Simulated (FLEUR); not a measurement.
## Mn3GaC: parallel and opposed starts

A self-consistent run ends on one state, which hangs on the start. Several orders of Mn3GaC are started in FLEUR and their energies compared.

Calculated with FLEUR MaX-R8.1; PBEsol; all-electron FLAPW, Dirac cores, scalar-relativistic bands.

## Step 1: The structure

It takes space group Pm-3m (No. 221, cubic). The conventional cell has a = 3.896 Å, b = 3.896 Å, c = 3.896 Å, α = 90.00°, β = 90.00°, γ = 90.00°. Nearest to Mn lie 2 C at 1.95 Å and 8 Mn at 2.75 Å and 4 Ga at 2.75 Å. Nearest to Ga lie 12 Mn at 2.75 Å. Nearest to C lie 6 Mn at 1.95 Å. Farther neighbours are not listed.

Coordinates:

```xyz
5
Lattice="3.8960 0.0000 0.0000 0.0000 3.8960 0.0000 0.0000 0.0000 3.8960" Properties=species:S:1:pos:R:3 pbc="T T T"
Mn    0.0000    1.9480    1.9480
Mn    1.9480    0.0000    1.9480
Mn    1.9480    1.9480    0.0000
Ga    0.0000    0.0000    0.0000
C     1.9480    1.9480    1.9480
```

## Step 2: Order 1, typed as ferro +++

The parallel start comes first: it shows whether parallel moments hold.

inpgen writes inp.xml from crystal.txt; cutoffs, mixing, functional, smearing and local orbitals are then set in the file. The k list default-1 (kpts.xml, not shown) is a Γ-centred 8×8×8 mesh; where the ranks do not divide the number of points, some are split in two of half the weight.

inp.xml

```
<?xml version="1.0" encoding="UTF-8" standalone="no"?>
<fleurInput fleurInputVersion="0.39">
   <comment>
      Mn3GaC
   </comment>
   <calculationSetup>
      <cutoffs Kmax="4.4" Gmax="13.2" GmaxXC="13.2" numbands="0"/>
      <scfLoop itmax="90" minDistance="0.00002" maxIterBroyd="15" imix="Anderson" alpha="0.05" precondParam="0.0" spinf="2.0" sdNocoIR="T"/>
      <coreElectrons ctail="T" frcor="F" kcrel="0" coretail_lmax="0"/>
      <xcFunctional name="PBEs" relativisticCorrections="F"/>
      <magnetism jspins="2"/>
      <soc l_soc="F" theta="0.0" phi="0.0" spav="F"/>
      <expertModes spex="0" secvar="F"/>
      <geometryOptimization l_f="F" forcealpha="1.0" forcemix="BFGS" epsdisp="0.00001" epsforce="0.00001"/>
      <ldaU l_linMix="F" mixParam="0.05" spinf="1.0"/>
   </calculationSetup>
   <cell>
      <bzIntegration valenceElectrons="62.0" mode="hist" fermiSmearingEnergy="0.00110248">
         <kPointListSelection listName="default-1"/>
         <xi:include xmlns:xi="http://www.w3.org/2001/XInclude" href="kpts.xml"> </xi:include>
      </bzIntegration>
      <xi:include xmlns:xi="http://www.w3.org/2001/XInclude" href="sym.xml"> </xi:include>
      <bulkLattice scale="1.0">
         <bravaisMatrix>
            <row-1>    7.3623729814415997     0.0000000000000000     0.0000000000000000</row-1>
            <row-2>    0.0000000000000000     7.3623729814415997     0.0000000000000000</row-2>
            <row-3>    0.0000000000000000     0.0000000000000000     7.3623729814415997</row-3>
         </bravaisMatrix>
      </bulkLattice>
   </cell>
   <atomSpecies>
      <species name="Manganese 3.502" element="Mn" atomicNumber="25">
         <mtSphere radius="2.29" gridPoints="757" logIncrement="0.016"/>
         <atomicCutoffs lmax="8" lnonsphr="6"/>
         <electronConfig flipSpins="F">
            <coreConfig>(1s1/2) (2s1/2) (2p1/2) (2p3/2)</coreConfig>
            <valenceConfig>(3s1/2) (3p1/2) (3p3/2) (4s1/2) (3d3/2) (3d5/2)</valenceConfig>
            <stateOccupation state="(3d3/2)" spinUp="1.251" spinDown="0.749"/>
            <stateOccupation state="(3d5/2)" spinUp="3.0" spinDown="0.0"/>
         </electronConfig>
         <energyParameters s="4" p="4" d="3" f="4"/>
         <lo type="SCLO" l="0" n="3" eDeriv="0"/>
         <lo type="SCLO" l="1" n="3" eDeriv="0"/>
      </species>
      <species name="Gallium (Ga)" element="Ga" atomicNumber="31">
         <mtSphere radius="2.78" gridPoints="919" logIncrement="0.014"/>
         <atomicCutoffs lmax="10" lnonsphr="8"/>
         <electronConfig flipSpins="F">
            <coreConfig>(1s1/2) (2s1/2) (2p1/2) (2p3/2) (3s1/2) (3p1/2) (3p3/2)</coreConfig>
            <valenceConfig>(4s1/2) (3d3/2) (3d5/2) (4p1/2) (4p3/2)</valenceConfig>
            <stateOccupation state="(4p1/2)" spinUp="0.166667" spinDown="0.166667"/>
            <stateOccupation state="(4p3/2)" spinUp="0.333333" spinDown="0.333333"/>
         </electronConfig>
         <energyParameters s="4" p="4" d="3" f="4"/>
      </species>
      <species name="Carbon (C)" element="C" atomicNumber="6">
         <mtSphere radius="1.3" gridPoints="431" logIncrement="0.024"/>
         <atomicCutoffs lmax="6" lnonsphr="4"/>
         <electronConfig flipSpins="F">
            <coreConfig>(1s1/2)</coreConfig>
            <valenceConfig>(2s1/2) (2p1/2) (2p3/2)</valenceConfig>
            <stateOccupation state="(2p1/2)" spinUp="0.333333" spinDown="0.333333"/>
            <stateOccupation state="(2p3/2)" spinUp="0.666667" spinDown="0.666667"/>
         </electronConfig>
         <energyParameters s="2" p="2" d="3" f="4"/>
      </species>
   </atomSpecies>
   <atomGroups>
      <atomGroup species="Manganese 3.502">
         <relPos label="                   1">.0000000000 1.000/2.000 1.000/2.000</relPos>
         <relPos label="                   2">1.000/2.000 .0000000000 1.000/2.000</relPos>
         <relPos label="                   3">1.000/2.000 1.000/2.000 .0000000000</relPos>
         <force calculate="T" relaxXYZ="TTT"/>
      </atomGroup>
      <atomGroup species="Gallium (Ga)">
         <relPos label="                   4">.0000000000 .0000000000 .0000000000</relPos>
         <force calculate="T" relaxXYZ="TTT"/>
      </atomGroup>
      <atomGroup species="Carbon (C)">
         <relPos label="                   5">1.000/2.000 1.000/2.000 1.000/2.000</relPos>
         <force calculate="T" relaxXYZ="TTT"/>
      </atomGroup>
   </atomGroups>
   <output dos="F" band="F" slice="F">
      <bandDOS minEnergy="-.5*Htr" maxEnergy="0.5*Htr" sigma="0.015" storeEVData="T"/>
      <plotting iplot="0" polar="F">
         <plot TwoD="T" vec1="  1.0  0.0  0.0" vec2="  0.0  1.0  0.0" vec3="  0.0  0.0  1.0" zero="  0.0  0.0  0.0" file="plot"/>
      </plotting>
      <moessbauerParams electricFieldGradient="F" isomerShift="F" coreHyperfine="F" valenceHyperfine="F"/>
   </output>
</fleurInput>
```

crystal.txt

```
Mn3GaC
&input film=F cartesian=F /
3.89600000000  0.00000000000  0.00000000000
0.00000000000  3.89600000000  0.00000000000
0.00000000000  0.00000000000  3.89600000000
1.8897261246
1.0 1.0 1.0

5
25 0.00000000000  0.50000000000  0.50000000000 : 3.502
25 0.50000000000  0.00000000000  0.50000000000 : 3.502
25 0.50000000000  0.50000000000  0.00000000000 : 3.502
31 0.00000000000  0.00000000000  0.00000000000
6 0.50000000000  0.50000000000  0.50000000000

&kpt div1=8 div2=8 div3=8 gamma=T /
```

Started as:

```
$ OMP_NUM_THREADS=1 inpgen -f crystal.txt > inpgen.log  # inp.xml is then edited as shown
$ OMP_NUM_THREADS=1 mpirun -n 4 fleur_MPI > fleur.log
```

Output:

```text
Welcome to FLEUR        (www.flapw.de)
      MaX-Release 8.1          (www.max-centre.eu)

 ========== k-point set info ==========
 Selected k-point list: default-1
 k-point list type: mesh
 0 x 0 x 0
 Number of k points: 36

 ------------Calculation Setup---------------------------
 Number of MPI-tasks      :            4
 Number of PE/node        :            4
 Number of OMP-threads    :            1
 k-points in parallel     :            4
 pe's per k-point         :            1
 No of k-point loops      :            9
 Eigenvalue solver        :       lapack
 Number of basis functions:          622
 Approximate size of matrices (H+S) per k-point:         0.006 GB
 --------------------------------------------------------
 Iteration:     1   Distance:      22.49092475 me/bohr^3
 Iteration:     2   Distance:      18.88609892 me/bohr^3
 Iteration:     3   Distance:      10.26828770 me/bohr^3
 Iteration:     4   Distance:      10.30268970 me/bohr^3
 Iteration:     5   Distance:       8.22127571 me/bohr^3
 Iteration:     6   Distance:       7.10518359 me/bohr^3
 Iteration:     7   Distance:       6.46048629 me/bohr^3
 Iteration:     8   Distance:       5.78699052 me/bohr^3
 Iteration:     9   Distance:       5.89309077 me/bohr^3
 Iteration:    10   Distance:       4.06759215 me/bohr^3
[... 29 iterations left out ...]
 Iteration:    40   Distance:       0.00067444 me/bohr^3
 Iteration:    41   Distance:       0.00005490 me/bohr^3
 Iteration:    42   Distance:       0.00016331 me/bohr^3
 Iteration:    43   Distance:       0.00005510 me/bohr^3
 Iteration:    44   Distance:       0.00005450 me/bohr^3
 Iteration:    45   Distance:       0.00004650 me/bohr^3
 Iteration:    46   Distance:       0.00003810 me/bohr^3
 Iteration:    47   Distance:       0.00002879 me/bohr^3
 Iteration:    48   Distance:       0.00002400 me/bohr^3
 Iteration:    49   Distance:       0.00001427 me/bohr^3

 ********************************************************************
 Run finished successfully
 Stop message:
   all done
 ********************************************************************

--- out.xml (last complete iteration) ---
<iteration numberForCurrentRun="   49" overallNumber="   49">
         [... left out ...]
         <bandgap value="0.0055460838" units="eV"/>
         <sumValenceSingleParticleEnergies value="-31.6234435304" units="Htr"/>
         <FermiEnergy value="0.4279692504" units="Htr"/>
         <valenceDensity>
            <mtCharges spin="1">
               <mtCharge atomType="1" total="7.8740051" s="1.1478287" p="3.1824598" d="3.5200052" f="0.0181172"/>
               <mtCharge atomType="2" total="6.2631397" s="0.5558291" p="0.5962132" d="5.0609953" f="0.0348797"/>
               <mtCharge atomType="3" total="0.8623710" s="0.3171424" p="0.5352965" d="0.0089661" f="0.0008516"/>
            </mtCharges>
            <mtCharges spin="2">
               <mtCharge atomType="1" total="5.9667873" s="1.1425290" p="3.1819878" d="1.6174554" f="0.0188419"/>
               <mtCharge atomType="2" total="6.4067363" s="0.5940395" p="0.7414143" d="5.0405180" f="0.0232315"/>
               <mtCharge atomType="3" total="0.9693703" s="0.3303149" p="0.6315851" d="0.0068232" f="0.0005896"/>
            </mtCharges>
            <spinDependentCharge spin="1" total="33.7501599" interstitial="3.0026339" mtSpheres="30.7475260"/>
            <spinDependentCharge spin="2" total="28.2498401" interstitial="2.9733715" mtSpheres="25.2764686"/>
            <totalCharge value="62.0000000000"/>
         </valenceDensity>
         [... left out ...]
         <allElectronCharges>
            <spinDependentCharge spin="1" total="58.7501599" interstitial="3.0028167" mtSpheres="55.7473432"/>
            <spinDependentCharge spin="2" total="53.2498401" interstitial="2.9735560" mtSpheres="50.2762841"/>
            <totalCharge value="111.9999999837"/>
         </allElectronCharges>
         <magneticMomentsInMTSpheres units="muBohr">
            <globalMagMoment atomType="1" vec="0.00000   0.00000   1.90722"/>
            <localMagMoment atomType="1" vec="0.00000   0.00000   1.90722"/>
            <globalMagMoment atomType="2" vec="0.00000   0.00000  -0.14360"/>
            <localMagMoment atomType="2" vec="0.00000   0.00000  -0.14360"/>
            <globalMagMoment atomType="3" vec="0.00000   0.00000  -0.10700"/>
            <localMagMoment atomType="3" vec="0.00000   0.00000  -0.10700"/>
         </magneticMomentsInMTSpheres>
         <moessbauerParams unitsHFF="kG" unitsIS="e/bohr^3" unitsEFG="Htr/bohr^2">
         </moessbauerParams>
         <totalEnergy value="    -5453.2688436133" units="Htr">
            <sumOfEigenvalues value="    -3134.0755868941">
               <coreElectrons value="-3102.4521433637"/>
               <valenceElectrons value="-31.6234435304"/>
            </sumOfEigenvalues>
            <densityCoulombPotentialIntegral value="-8363.1439407774"/>
            <densityEffectivePotentialIntegral value="-8668.2988363715"/>
            <chargeDenXCDenIntegral value="-232.9833658816"/>
            <FockExchangeEnergyValence value="0.0000000000"/>
            <FockExchangeEnergyCore value="0.0000000000"/>
            <atomTypeDependentContributions atomType="1">
               <electronNucleiInteractionDifferentMTs value="4140.9516963222"/>
               <MadelungTerm value="-32.6930942743"/>
            </atomTypeDependentContributions>
            <atomTypeDependentContributions atomType="2">
               <electronNucleiInteractionDifferentMTs value="2344.6054279353"/>
               <MadelungTerm value="-8.7964125848"/>
            </atomTypeDependentContributions>
            <atomTypeDependentContributions atomType="3">
               <electronNucleiInteractionDifferentMTs value="40.9455840666"/>
               <MadelungTerm value="-4.9445416372"/>
            </atomTypeDependentContributions>
            <tkbTimesEntropy value="0.0007829696"/>
            <freeEnergy value="-5453.2696265829"/>
            <extrapolationTo0K value="-5453.2692350981"/>
         </totalEnergy>
         <densityConvergence units="me/bohr^3">
            <chargeDensity spin="1" distance="0.0000099149"/>
            <chargeDensity spin="2" distance="0.0000069382"/>
            <overallChargeDensity distance="0.0000094417"/>
            <spinDensity distance="0.0000142739"/>
         </densityConvergence>
      </iteration>
```

Run time: 2.3 min. Hardware: 4 MPI ranks of Intel Xeon Platinum 8375C at 2.90GHz (Ice Lake), shared host; peak memory 0.34 GiB; 9.3 min of CPU time.

Spin moment in the muffin-tin sphere by atom:

```tsv
atom	spin moment in the muffin-tin sphere (μB)
Mn1	1.91
Mn2	1.91
Mn3	1.91
Ga4	-0.14
C5	-0.11
```

This step gave:

* free energy: -148391.0261 eV
* program's band gap on this mesh (in a metal only a level spacing): 0.005546 eV
* magnetization: 5.500 μB
* final state: ferromagnetic, with opposed induced moments

After 49 cycles the largest moment stands at 1.91 μB.

## Step 3: Order 2, typed as ferri ++-

Another pattern of signs weighs the neighbour shells otherwise.

inp.xml: that of step 2 with these lines changed.

```diff
@@ -44,2 +44,15 @@
       </species>
+      <species name="Manganese -3.502" element="Mn" atomicNumber="25">
+         <mtSphere radius="2.29" gridPoints="757" logIncrement="0.016"/>
+         <atomicCutoffs lmax="8" lnonsphr="6"/>
+         <electronConfig flipSpins="F">
+            <coreConfig>(1s1/2) (2s1/2) (2p1/2) (2p3/2)</coreConfig>
+            <valenceConfig>(3s1/2) (3p1/2) (3p3/2) (4s1/2) (3d3/2) (3d5/2)</valenceConfig>
+            <stateOccupation state="(3d3/2)" spinUp="0.749" spinDown="1.251"/>
+            <stateOccupation state="(3d5/2)" spinUp="0.0" spinDown="3.0"/>
+         </electronConfig>
+         <energyParameters s="4" p="4" d="3" f="4"/>
+         <lo type="SCLO" l="0" n="3" eDeriv="0"/>
+         <lo type="SCLO" l="1" n="3" eDeriv="0"/>
+      </species>
       <species name="Gallium (Ga)" element="Ga" atomicNumber="31">
@@ -71,2 +84,5 @@
          <relPos label="                   2">1.000/2.000 .0000000000 1.000/2.000</relPos>
+         <force calculate="T" relaxXYZ="TTT"/>
+      </atomGroup>
+      <atomGroup species="Manganese -3.502">
          <relPos label="                   3">1.000/2.000 1.000/2.000 .0000000000</relPos>
```

crystal.txt: that of step 2 with these lines changed.

```diff
@@ -11,3 +11,3 @@
 25 0.50000000000  0.00000000000  0.50000000000 : 3.502
-25 0.50000000000  0.50000000000  0.00000000000 : 3.502
+25 0.50000000000  0.50000000000  0.00000000000 : -3.502
 31 0.00000000000  0.00000000000  0.00000000000
```

Output:

```text
[banner, memory and clock lines left out]
Welcome to FLEUR        (www.flapw.de)
      MaX-Release 8.1          (www.max-centre.eu)

 ========== k-point set info ==========
 Selected k-point list: default-1
 k-point list type: mesh
 0 x 0 x 0
 Number of k points: 76

 ------------Calculation Setup---------------------------
 Number of PE/node        :            4
 Number of OMP-threads    :            1
 k-points in parallel     :            4
 pe's per k-point         :            1
 No of k-point loops      :           19
 Eigenvalue solver        :       lapack
 Number of basis functions:          622
 Approximate size of matrices (H+S) per k-point:         0.006 GB
 Iteration:     1   Distance:      23.26795510 me/bohr^3
 Iteration:     2   Distance:      19.46721727 me/bohr^3
 Iteration:     3   Distance:      10.84264820 me/bohr^3
 Iteration:     4   Distance:      10.44255538 me/bohr^3
 Iteration:     5   Distance:       9.07601085 me/bohr^3
 Iteration:     6   Distance:       7.95851540 me/bohr^3
 Iteration:     7   Distance:       5.75723919 me/bohr^3
 Iteration:     8   Distance:       6.41787155 me/bohr^3
 Iteration:     9   Distance:       6.53089523 me/bohr^3
 Iteration:    10   Distance:       6.43963104 me/bohr^3
[... 22 iterations left out ...]
 Iteration:    33   Distance:       0.00452429 me/bohr^3
 Iteration:    34   Distance:       0.00175282 me/bohr^3
 Iteration:    35   Distance:       0.00111839 me/bohr^3
 Iteration:    36   Distance:       0.00050961 me/bohr^3
 Iteration:    37   Distance:       0.00039488 me/bohr^3
 Iteration:    38   Distance:       0.00016104 me/bohr^3
 Iteration:    39   Distance:       0.00007363 me/bohr^3
 Iteration:    40   Distance:       0.00006896 me/bohr^3
 Iteration:    41   Distance:       0.00002563 me/bohr^3
 Iteration:    42   Distance:       0.00000555 me/bohr^3

 ********************************************************************
 Run finished successfully
 Stop message:
   all done
 ********************************************************************

--- out.xml (last complete iteration) ---
<iteration numberForCurrentRun="   42" overallNumber="   42">
         [... left out ...]
         <bandgap value="0.0015653789" units="eV"/>
         <sumValenceSingleParticleEnergies value="-31.5176206596" units="Htr"/>
         <FermiEnergy value="0.4288731965" units="Htr"/>
         <valenceDensity>
            <mtCharges spin="1">
               <mtCharge atomType="1" total="7.6922573" s="1.1546211" p="3.1909246" d="3.3229808" f="0.0182224"/>
               <mtCharge atomType="2" total="5.7153631" s="1.1335584" p="3.1751156" d="1.3816144" f="0.0188503"/>
               <mtCharge atomType="3" total="6.3205484" s="0.5745071" p="0.6504327" d="5.0537082" f="0.0299508"/>
               <mtCharge atomType="4" total="0.9087876" s="0.3217435" p="0.5779229" d="0.0083049" f="0.0007296"/>
            </mtCharges>
            <mtCharges spin="2">
               <mtCharge atomType="1" total="6.1447581" s="1.1386014" p="3.1792427" d="1.8018504" f="0.0189746"/>
               <mtCharge atomType="2" total="8.1038512" s="1.1640677" p="3.1996319" d="3.7163766" f="0.0183513"/>
               <mtCharge atomType="3" total="6.3663597" s="0.5855150" p="0.6929121" d="5.0490646" f="0.0281151"/>
               <mtCharge atomType="4" total="0.9259376" s="0.3236996" p="0.5932018" d="0.0082240" f="0.0007307"/>
            </mtCharges>
            <spinDependentCharge spin="1" total="31.3179425" interstitial="2.9887288" mtSpheres="28.3292137"/>
            <spinDependentCharge spin="2" total="30.6820575" interstitial="2.9963927" mtSpheres="27.6856648"/>
            <totalCharge value="62.0000000000"/>
         </valenceDensity>
         [... left out ...]
         <magneticMomentsInMTSpheres units="muBohr">
            <globalMagMoment atomType="1" vec="0.00000   0.00000   1.54750"/>
            <localMagMoment atomType="1" vec="0.00000   0.00000   1.54750"/>
            <globalMagMoment atomType="2" vec="0.00000   0.00000  -2.38849"/>
            <localMagMoment atomType="2" vec="0.00000   0.00000  -2.38849"/>
            <globalMagMoment atomType="3" vec="0.00000   0.00000  -0.04581"/>
            <localMagMoment atomType="3" vec="0.00000   0.00000  -0.04581"/>
            <globalMagMoment atomType="4" vec="0.00000   0.00000  -0.01715"/>
            <localMagMoment atomType="4" vec="0.00000   0.00000  -0.01715"/>
         </magneticMomentsInMTSpheres>
         [... left out ...]
         <totalEnergy value="    -5453.2671451364" units="Htr">
            <sumOfEigenvalues value="    -3133.8910382220">
               <coreElectrons value="-3102.3734175624"/>
               <valenceElectrons value="-31.5176206596"/>
            </sumOfEigenvalues>
            <densityCoulombPotentialIntegral value="-8362.9925579933"/>
            <densityEffectivePotentialIntegral value="-8668.1290104331"/>
            <chargeDenXCDenIntegral value="-232.9699148831"/>
            <FockExchangeEnergyValence value="0.0000000000"/>
            <FockExchangeEnergyCore value="0.0000000000"/>
         [... left out ...]
            <tkbTimesEntropy value="0.0003961769"/>
            <freeEnergy value="-5453.2675413133"/>
            <extrapolationTo0K value="-5453.2673432249"/>
         </totalEnergy>
         <densityConvergence units="me/bohr^3">
            <chargeDensity spin="1" distance="0.0000025596"/>
            <chargeDensity spin="2" distance="0.0000044588"/>
            <overallChargeDensity distance="0.0000055509"/>
            <spinDensity distance="0.0000046960"/>
         </densityConvergence>
      </iteration>
```

It took 3.6 min on 4 MPI ranks; peak memory 0.41 GiB.

Spin moment in the muffin-tin sphere by atom:

```tsv
atom	spin moment in the muffin-tin sphere (μB)
Mn1	1.55
Mn2	1.55
Mn3	-2.39
Ga4	-0.05
C5	-0.02
```

Numbers from this step:

```
free energy                                                       : -148390.9694 eV
program's band gap on this mesh (in a metal only a level spacing) : 0.001565 eV
magnetization                                                     : 0.6359 μB
final state                                                       : ferrimagnetic
```

It lies 18.9 meV a seeded atom over the first start, and its largest moment is 2.39 μB against 1.91 μB.

(Continued in part 2 of 2.)

[Logs and program files are shortened in this print: banners, set-up blocks, solver, clock and traceback lines can be left out without a mark of their own.]

[Logs are printed without paths, hosts, clocks, repeated set-up lines and the standing remarks that a program may print on its own settings, such as how far it seeks lower states.]

[Hosts, paths, dates, database ids (printed as entryN), source tags and the programs' standing remarks are cut or masked in the printed files.]

[Where a cell is said to come from a database of computed structures, the database is the Materials Project.]
